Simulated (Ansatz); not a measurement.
# Lattice dynamics of V2CF2 monolayer, part 2 of 2

How does V2CF2 monolayer vibrate, and is this structure a minimum?

Ansatz 0.2.0; DFT LDA, scalar-relativistic, plane waves, PAW.

So far. Step 4 (Tight relaxation): The largest force component left is 0.18 meV/Å, within the tolerances set.

## 5. Zone-centre response

The zone centre comes first: it holds the modes that light can see, as far as symmetry allows. No field response is asked, since the mesh shows no gap.

Input file input.yaml:

```yaml
crystal:
  lattice:
    - [2.9185678162, 0.0, 0.0]
    - [-1.4592839081, 2.5275538715, 0.0]
    - [0.0, 0.0, 33.2]
  atoms:
    - { symbol: C, position: [0.0, 0.0, 0.3012048193] }
    - { symbol: V, position: [0.3333333333, 0.6666666667, 0.331693395] }
    - { symbol: V, position: [0.6666666667, 0.3333333333, 0.2707162435] }
    - { symbol: F, position: [0.6666666667, 0.3333333333, 0.3692273842] }
    - { symbol: F, position: [0.3333333333, 0.6666666667, 0.2331822543] }
  periodic: [true, true, false]
kpoints:
  mp_grid: { grid: [18, 18, 1] }
hamiltonian:
  xc: lda
scf:
  occupations: { method: methfessel_paxton, width: 0.15 }
output:
  eigenvalues: true
phonons:
  method: dfpt
```

Launch:

```bash
$ ansatz run input.yaml --threads 8 --pin off --max-ram 14336MiB --backend cpu --events-out ev --progress --plain --runs-dir out
```

Numbers of over 12 decimals in the logs are rounded to 6 here.

Log:

```text
Warning: crystal.symmetry: narrowed to the stabiliser of the run's FFT grids — unitary ops 12 → 6. A phonons.method: dfpt run fills in the rows of the dynamical matrix that it does not solve by its symmetry operations, which is exact only for operations that map its FFT grids onto themselves: filled in by any other, the frequencies could depend on the order in which like atoms are typed, or, by more than the grids' own error, on where the crystal sits among the grids' points. Excluded: 6 operations. The run can therefore solve more perturbations, solve them on more k-points, or both, and cost more. [rest of the remark cut]
[...]
Crystal: 5 atoms, lattice volume = 244.911 Å³
Basis set: ecut = 420 eV, 4731 PW (Γ), exchange–correlation on 40×40×450 points (8 copies of the dense FFT grid, shifted against one another)
Bands: 27, of which v1, the nominal top of the filled ones, is band 22 counted from 1 (21 counted from 0)
Symmetry: 12 space group operations
k-points: 91 of 324 (irreducible under 2 space group operations, time reversal used)
[...]
SCF iter   1: F=—  HF=-7554.455112 eV  |F-HF|=—  |Δ(HF+E_count)|=         —  Δρ=9.02e-3  dr2=1.56e-1  ethr=1.77e-3  ⟨swp⟩=12.0  Hψ=39363  notcnv=0
automatic band count: the SCF goes on with 32 bands, as 27 were too few: they end inside the smearing window of the response
[...]
SCF iter   2: F=—  HF=-7554.443850 eV  |F-HF|=—  |Δ(HF+E_count)|=   1.13e-2  S|Δr|=    0.00e0  Δρ=7.77e-3  dr2=8.21e-2  ethr=3.54e-4  ⟨swp⟩=3.4  Hψ=7668  notcnv=0  defer=198
[...]
SCF iter  10: F=-7554.419486 eV  HF=-7554.419486 eV  |F-HF|=1.16e-10  |Δ(HF+E_count)|=  7.82e-10  S|Δr|=    0.00e0  Δρ=2.44e-8  dr2=7.46e-13  ethr=1.00e-12  ⟨swp⟩=23.9  Hψ=22207  notcnv=0
SCF 1 converged in 10 iterations: F = -7554.419486 eV  dr2 = 7.46e-13
[...]
DFPT response loops at Γ: preconditioner auto → none (partly filled bands, converged f_vac=0.788); β = 0.50; Broyden in place of MSR1
SCF converged after 10 iterations
[...]
Free energy (F): -7554.419486 eV
[...]
Internal energy: -7554.418530 eV  (E = F + TS)
E sigma→0 (E₀):  -7554.419247 eV
Entropy (-TS):   -0.000957 eV (-0.191 meV/atom)
Fermi energy:    -5.274387 eV
[...]
--- Band table (eV; the first three rows and the last of 91) ---
  k-point 0: bands = [... 18 lower, -9.1569, -9.1569, -6.7113, -6.7113, -5.8765, -4.7455, -4.7455, -4.4970, ... 6 higher]
  k-point 1: bands = [... 18 lower, -9.2825, -9.1961, -6.7426, -6.6474, -5.8622, -4.7690, -4.7340, -4.5077, ... 6 higher]
  k-point 2: bands = [... 18 lower, -9.5938, -9.2931, -6.8617, -6.4712, -5.7997, -4.8107, -4.6989, -4.5221, ... 6 higher]
  k-point 90: bands = [... 18 lower, -10.3961, -9.6878, -6.6302, -6.0997, -4.6372, -4.4527, -4.1707, -3.8864, ... 6 higher]
  ° read free of the cell's end (the report's vacuum.weakly_bound_levels)
--- Phonons (Γ-DFPT): 10 representative perturbations + reference, on 91 of 324 k-points (Σ response iterations 50) ---
  ASR residual: 5.775e-5 → 0.000e0 eV/Å²; symmetrization residual: 1.015e-5 eV/Å²
  The last average, over the group as it would stand without the narrowing to the FFT grids, took up to 3.855e-6 eV/Å² of the zone centre's force constants
  ASR residual per site (eV/Å²): 1.35e-5 5.78e-5 5.65e-5 1.57e-5 2.38e-5
  Γ frequencies (cm⁻¹): 0.00 0.00 0.00 219.39 219.39 250.19 250.19 304.42 304.42 306.80 476.34 557.62 675.18 815.97 815.97
  non-analytic LO–TO correction: not included (Born effective charges unavailable; polar crystals: no LO–TO splitting at Γ)
```

It took 2.1 min on 8 threads of Arm Neoverse V1, shared host; peak memory 2.3 GiB.

Numbers from this step:

| Property | Result |
| --- | --- |
| sum-rule residual before enforcement | 5.78e-5 eV/Å² |
| point group | -3m |
| highest optical mode at the zone centre (no LO-TO term) | 816.0 cm⁻¹ |
| lowest optical zone-centre mode | 219.4 cm⁻¹ |

Patterns of degenerate modes are one choice out of their space. Modes at Γ, with each element's share of the kinetic energy:

```csv
mode,frequency (cm⁻¹),symmetry,C %,V %,F %
1,0.0,acoustic,8,67,25
2,0.0,acoustic,8,67,25
3,0.0,acoustic,8,67,25
4,219.4,Eg,0,17,83
5,219.4,Eg,0,17,83
6,250.2,Eu,1,24,75
7,250.2,Eu,1,24,75
8,304.4,Eg,0,83,17
9,304.4,Eg,0,83,17
10,306.8,A1g,0,41,59
11,476.3,A2u,0,26,74
12,557.6,A1g,0,59,41
13,675.2,A2u,92,7,1
14,816.0,Eu,91,9,0
15,816.0,Eu,91,9,0
```

Displacements in mode 4 (219.4 cm⁻¹), the largest set to 1:
```
C1   0.00  0.00  0.00
V2  -0.28  0.00  0.00
V3   0.28  0.00  0.00
F4  -1.00  0.01  0.00
F5   1.00 -0.01  0.00
```

Displacements in mode 9 (304.4 cm⁻¹), the largest set to 1:
```
C1   0.00  0.00  0.00
V2   1.00 -0.40  0.00
V3  -1.00  0.40  0.00
F4  -0.75  0.30  0.00
F5   0.75 -0.30  0.00
```

Before it was imposed, the acoustic sum rule was missed by 5.8e-5 eV/Å². Small misses are needed for a sound result but don't prove that mesh and cutoff are converged. The lowest optical mode is real, 219 cm⁻¹.

## 6. Response at finite wavevector

Stability and thermal properties need the whole zone. Linear response on a 4×4×1 q mesh gives force constants as far as a supercell of that size would.

input.yaml, as its differences from that of step 5:

```diff
@@ -13,3 +13,3 @@
 kpoints:
-  mp_grid: { grid: [18, 18, 1] }
+  mp_grid: { grid: [20, 20, 1] }
 hamiltonian:
@@ -22 +22,10 @@
   method: dfpt
+  qmesh: [4, 4, 1]
+  temperatures: { t_max: 1000, t_step: 50 }
+  qpath:
+    path:
+      - [0.0, 0.0, 0.0]
+      - [0.5, 0.0, 0.0]
+      - [0.33333333, 0.33333333, 0.0]
+      - [0.0, 0.0, 0.0]
+    npoints: 10
```

Log:

```text
[...]
Crystal: 5 atoms, lattice volume = 244.911 Å³
Basis set: ecut = 420 eV, 4731 PW (Γ), exchange–correlation on 40×40×450 points (8 copies of the dense FFT grid, shifted against one another)
Bands: 27, of which v1, the nominal top of the filled ones, is band 22 counted from 1 (21 counted from 0)
Symmetry: 12 space group operations
k-points: 44 of 400 (irreducible under 6 space group operations, time reversal used)
[...]
SCF iter   1: F=—  HF=-7554.456509 eV  |F-HF|=—  |Δ(HF+E_count)|=         —  Δρ=9.05e-3  dr2=1.56e-1  ethr=1.77e-3  ⟨swp⟩=11.8  Hψ=19035  notcnv=0
[...]
SCF iter  10: F=-7554.420697 eV  HF=-7554.420697 eV  |F-HF|=1.18e-11  |Δ(HF+E_count)|=  4.24e-10  S|Δr|=    0.00e0  Δρ=1.71e-8  dr2=2.78e-13  ethr=1.00e-12  ⟨swp⟩=24.2  Hψ=10855  notcnv=0
SCF 1 converged in 10 iterations: F = -7554.420697 eV  dr2 = 2.78e-13
[...]
phonons: the bands overlap, so this run is a metal and interpolates without the dipole-dipole term. If the crystal is really an insulator or semiconductor, its LO-TO splitting is missing
NSCF: frozen V_eff on 44 k-points
[...]
DFPT response loops at q = (0, 0, 0) (fractional): preconditioner auto → none (partly filled bands, converged f_vac=0.788); β = 0.50; Broyden in place of MSR1
[...]
SCF converged after 10 iterations
[...]
Free energy (F): -7554.420697 eV
[...]
Internal energy: -7554.422246 eV  (E = F + TS)
E sigma→0 (E₀):  -7554.421084 eV
Entropy (-TS):   0.001549 eV (0.310 meV/atom)
Fermi energy:    -5.288707 eV
[...]
--- Band table (eV; the first three rows and the last of 44) ---
  k-point 0: bands = [... 18 lower, -9.1574, -9.1574, -6.7126, -6.7126, -5.8765, -4.7467, -4.7467, -4.4982, ... 6 higher]
  k-point 1: bands = [... 18 lower, -9.2600, -9.1895, -6.7374, -6.6606, -5.8653, -4.7661, -4.7374, -4.5071, ... 6 higher]
  k-point 2: bands = [... 18 lower, -9.5237, -9.2716, -6.8306, -6.5152, -5.8174, -4.8048, -4.7091, -4.5216, ... 6 higher]
  k-point 43: bands = [... 18 lower, -10.6894, -9.6218, -6.0924, -5.6452, -5.4110, -4.3251, -4.2419, -3.9454, ... 6 higher]
  ° read free of the cell's end (the report's vacuum.weakly_bound_levels)
--- Phonons (Γ-DFPT): 10 representative perturbations + reference (Σ response iterations 47) ---
  ASR residual: 3.084e-5 → 0.000e0 eV/Å²; symmetrization residual: 3.715e-6 eV/Å²
[...]
ASR residual per site (eV/Å²): 3.08e-5 8.21e-6 8.54e-6 2.15e-5 1.01e-5
[...]
--- Phonons (arbitrary-q DFPT): 4 irreducible q on the 4×4×1 mesh ---
  q = [0.0000, 0.0000, 0.0000] (star 1, of the zone-centre solve; hermiticity 2.54e-7, symmetrization 3.54e-13, taken by the last average 1.34e-7): -0.00 0.00 0.00 219.55 219.55 250.09 250.09 302.14 302.14 307.32 477.01 557.07 675.37 816.24 816.24
  q = [0.0000, 0.2500, 0.0000] (star 6, 15 solved perturbations on 210 of 400 k-point pairs; hermiticity 2.96e-7, symmetrization 2.11e-8, taken by the last average 2.29e-7): 99.47 113.84 178.77 225.11 232.93 255.52 256.72 281.52 284.21 353.15 444.68 453.80 680.03 820.06 820.80
[...]
q = [0.2500, 0.2500, 0.0000] (star 6, 10 solved perturbations in 3050 linear systems a pass and spin channel, the states on 400 of 400 k-point pairs; hermiticity 3.17e-7, symmetrization 4.12e-11, taken by the last average 2.29e-7): 67.75 145.40 215.50 247.03 252.41 258.78 259.12 289.55 291.60 362.73 401.53 410.79 693.33 810.33 827.77
  sum rule: each row above includes the acoustic sum rule's correction from the zone centre's row sums; it moved no ω² by more than (0.84 cm⁻¹)²
  mesh force constants: q→R imaginary residual 5.29e-18; ASR residual 3.084e-5 → 0.000e0 eV/Å²; symmetrization residual 3.197e-14 eV/Å²
  interpolated dispersion: 31 rows × 15 modes
  density of states and harmonic sums: on the 24×24×1 q-mesh, interpolated from the force constants of a 4×4×1 supercell (no non-analytic term)
  largest difference from the sums on the solved wave vectors: F 4.06e-2 eV, S 5.63e-5 and C_V 1.57e-5 eV/K
  zero-point energy: 0.342001 eV/cell   skipped modes (ω ≤ 0): 3   left out of the sums: 3.47e-4 of the cell's modes: C_V's classical limit lies that fraction below 3 k_B per atom; for a crystal, a wire or a layer, F and S can be off by more, and a phonons.interpolated_qmesh denser along its periods is the remedy for the sampling
```

The job ended after 17 min (8 threads; peak memory 5.7 GiB).

This step gave:

```yaml
sum_rule_residual_before_enforcement: 3.08e-5 eV/Å²
lowest_frequency_on_the_path: 0 cm⁻¹
highest_frequency_on_the_path_or_at_a_solved_wavevector: 828.1 cm⁻¹
mean_frequency: 367.8 cm⁻¹
highest_optical_mode_at_the_zone_centre_no_lo_to_term: 816.2 cm⁻¹
lowest_optical_zone_centre_mode: 219.6 cm⁻¹
lowest_mode_on_the_q_mesh_acoustic_modes_at_gamma_apart: 67.75 cm⁻¹
zero_point_energy_per_atom: 68.4 meV
heat_capacity_at_300_k: 18.99 J/(mol atoms K)
vibrational_entropy_at_300_k: 19.12 J/(mol atoms K)
edges_of_the_widest_gap_between_branches_on_path_and_mesh: 557.1, 674.9 cm⁻¹
```

Frequencies (cm⁻¹) solved at each irreducible wavevector; negative means imaginary. Frequencies by wavevector, by row:

```csv
q in reciprocal lattice units,star,mode 1,mode 2,mode 3,mode 4,mode 13,mode 14,mode 15
0 0 0,1,0,0,0,219.6,675.4,816.2,816.2
0 0.25 0,6,99.5,113.8,178.8,225.1,680,820.1,820.8
0 -0.5 0,3,69.5,160.8,242.2,249.4,694.5,809.6,821.7
0.25 0.25 0,6,67.8,145.4,215.5,247,693.3,810.3,827.8
```

Interpolated from a 4×4×1 q mesh. Phonon branches along the path, in cm⁻¹:

```csv
point,branch 1,branch 2,branch 3,branch 4,branch 12,branch 13,branch 14,branch 15
Γ,0,0,0,220,557,675,816,816
halfway,100,114,179,225,454,680,820,821
M,70,161,242,249,446,694,810,822
halfway,100,132,220,243,426,696,811,824
K,141,148,148,248,393,698,819,819
halfway,98,109,206,229,438,682,816,825
Γ,0,0,0,220,557,675,816,816
```

Tetrahedra on a 24×24×1 mesh, mean over bins of 10 cm-1. Interpolated from a 4×4×1 q mesh. Phonon density of states against wavenumber; read off at these points:

```csv
wavenumber (cm⁻¹),phonon density of states (1/cm⁻¹/cell)
5,6.1e-4
25,0.00284
45,0.00435
75,0.0168
95,0.0285
115,0.0209
135,0.0204
165,0.00425
185,0.0054
205,0.00864
225,0.0782
245,0.0845
255,0.136
275,0.0415
285,0.0799
295,0.0565
315,0.0110
335,0.0136
355,0.0308
385,0.0210
405,0.0192
425,0.0191
445,0.0282
475,0.00648
495,0.00219
515,0.00193
535,0.00172
555,9.5e-4
585,0
605,0
625,0
645,0
665,0
695,0.0482
715,0
735,0
755,0
785,0
805,0.00957
825,0.0949
```

The partial phonon density of states has structure finer than the step of the table below, so its rows give means over 50 cm⁻¹, whole bins alone (the curve runs from -10 to 863 cm⁻¹). Peaks (cm⁻¹: height): C 692.7: 0.0338, 819.0: 0.0838; F 253.5: 0.0862, 390.8: 0.0180; V 94.3: 0.0184, 143.7: 0.0183, 248.0: 0.0341, 292.0: 0.0314, 357.8: 0.0200, 440.2: 0.0123, 819.0: 0.00922.

Phonopy on the run's constants, 21x21x1 mesh, Gaussian sigma 6.2 cm-1. Interpolated from a 4×4×1 q mesh. Partial phonon density of states against wavenumber; means over each step; values in 1/cm⁻¹/cell:

```csv
wavenumber (cm⁻¹),C,F,V
50,5.8e-4,0.00154,0.00416
100,0.00236,0.00455,0.0148
150,0.00155,0.00296,0.0112
200,4.7e-4,0.00682,0.00833
250,7.8e-4,0.0539,0.0288
300,4.1e-4,0.0186,0.0195
350,5.6e-5,0.00518,0.0125
400,1.3e-4,0.0133,0.00502
450,1.2e-4,0.0109,0.00710
500,9.0e-6,0.00132,0.00128
550,3.0e-7,4.5e-4,6.2e-4
600,0,2.4e-7,2.4e-7
650,0.00223,4.3e-5,2.0e-4
700,0.0153,1.7e-4,0.00206
750,0,0,0
800,0.0273,8.4e-5,0.00287
```

Harmonic thermodynamic functions per atom, from the density of states. Interpolated from a 4×4×1 q mesh. Thermodynamic functions, by row:

```csv
T (K),F_vib (meV/atom),S (J/mol-atom/K),C_V (J/mol-atom/K)
0,68.4,0,0
100,66.94,4.206,7.619
200,58.44,12.15,15.23
300,42.13,19.12,18.99
400,19.23,24.89,21.04
500,-9.14,29.72,22.23
600,-42.14,33.84,22.96
700,-79.11,37.42,23.44
800,-119.6,40.58,23.77
900,-163.1,43.39,24
1000,-209.4,45.93,24.17
```

Symmetry leaves 4 wavevectors to solve. The lowest mode among them, the acoustic zeros apart, lies at q = (0.25, 0.25, 0) and is real, 67.8 cm⁻¹.

## 7. Another isotope

An isotope changes the mass and not the force constants, so no new electronic calculation is needed; the shifts show which modes move this element.

The same force constants with the mass of C changed from 12.011 to 13.003 u (phonopy, no LO-TO term). Both lists are sorted by frequency; levels can cross, so a row need not hold one and the same mode. Modes under 3 cm⁻¹ are left out. Isotope shifts, by row, the first 40 of 57 rows:

```csv
q,rank,natural mass (cm⁻¹),changed mass (cm⁻¹)
0 0 0,4,219.6,219.6
0 0 0,5,219.6,219.6
0 0 0,6,250.1,249.9
0 0 0,7,250.1,249.9
0 0 0,8,302.1,302.1
0 0 0,9,302.1,302.1
0 0 0,10,307.3,307.3
0 0 0,11,477,477
0 0 0,12,557.1,557.1
0 0 0,13,675.4,651.2
0 0 0,14,816.2,787.5
0 0 0,15,816.2,787.5
0 0.25 0,1,99.47,99.09
0 0.25 0,2,113.8,113.5
0 0.25 0,3,178.8,178.2
0 0.25 0,4,225.1,225.1
0 0.25 0,5,232.9,232.9
0 0.25 0,6,255.5,255.4
0 0.25 0,7,256.7,256.6
0 0.25 0,8,281.5,281.4
0 0.25 0,9,284.2,284.1
0 0.25 0,10,353.1,353.1
0 0.25 0,11,444.7,444.4
0 0.25 0,12,453.8,453.8
0 0.25 0,13,680,656.6
0 0.25 0,14,820.1,791.5
0 0.25 0,15,820.8,792.2
0 -0.5 0,1,69.48,69.08
0 -0.5 0,2,160.8,160.1
0 -0.5 0,3,242.2,242.2
0 -0.5 0,4,249.4,249.4
0 -0.5 0,5,254.1,254
0 -0.5 0,6,263.3,263.3
0 -0.5 0,7,265.7,265.2
0 -0.5 0,8,291,291
0 -0.5 0,9,300.5,300.2
0 -0.5 0,10,321.5,321.5
0 -0.5 0,11,379.9,379.7
0 -0.5 0,12,446.2,446.2
0 -0.5 0,13,694.5,671.1
```

A mode of this element alone would shift by -3.89 %. The highest zone-centre frequency without the field goes from 816.2 to 787.5 cm⁻¹ (-3.5 %). The product of the frequency ratios over all optical modes at Γ is 0.896; the product rule, (m/m′)^(3k/2) (M′/M)^(3/2) with k = 1 such atoms and M the mass of the cell, gives 0.896.

## 8. Summary of results

| Item | Value |
| --- | --- |
| space group after relaxation (within 0.01 Å) | P-3m1 |
| area per atom | 1.48 Å² |
| electronic character | no gap on this mesh |
| highest optical mode at the zone centre (no LO-TO term) | 816 cm⁻¹ |
| lowest optical zone-centre mode | 219 cm⁻¹ |
| lowest mode on the q mesh (acoustic modes at Γ apart) | 67.8 cm⁻¹ |
| highest frequency on the path or at a solved wavevector | 828 cm⁻¹ |
| zero-point energy per atom | 68.4 meV |
| heat capacity at 300 K | 19.0 J/(mol atoms K) |
| vibrational entropy at 300 K | 19.1 J/(mol atoms K) |
| imaginary modes on the 4×4×1 q mesh | none |

**Reading.** The structure is a minimum as far as tested: no mode is imaginary at the 4 irreducible wavevectors of the 4×4×1 mesh, and the softest away from the acoustic zeros lies at 68 cm⁻¹. The optical modes at Γ span 219 to 816 cm⁻¹. The highest mode in this list at Γ, 816.0 cm⁻¹, is mostly motion of C (91 % of the kinetic energy). On the path and the mesh, the widest gap between branches runs from 557 to 675 cm⁻¹. With no gap, or one that is small against the smearing, the frequencies hang on the k mesh and the smearing, most of all near Kohn anomalies. The phonon runs are without spin polarisation, although V often carries a moment. In a sheet or slab the interpolated bending branch near Γ is rough, since the rotational sum rule isn't imposed. The starting cell was built on a prototype and not taken from a measurement. These are harmonic frequencies at zero temperature: anharmonic shifts, linewidths and thermal expansion are left out.

[Logs are printed without paths, hosts, clocks, repeated set-up lines and the standing remarks that a program may print on its own settings, such as how far it seeks lower states.]

[Hosts, paths, dates, database ids (printed as entryN), source tags and the programs' standing remarks are cut or masked in the printed files.]
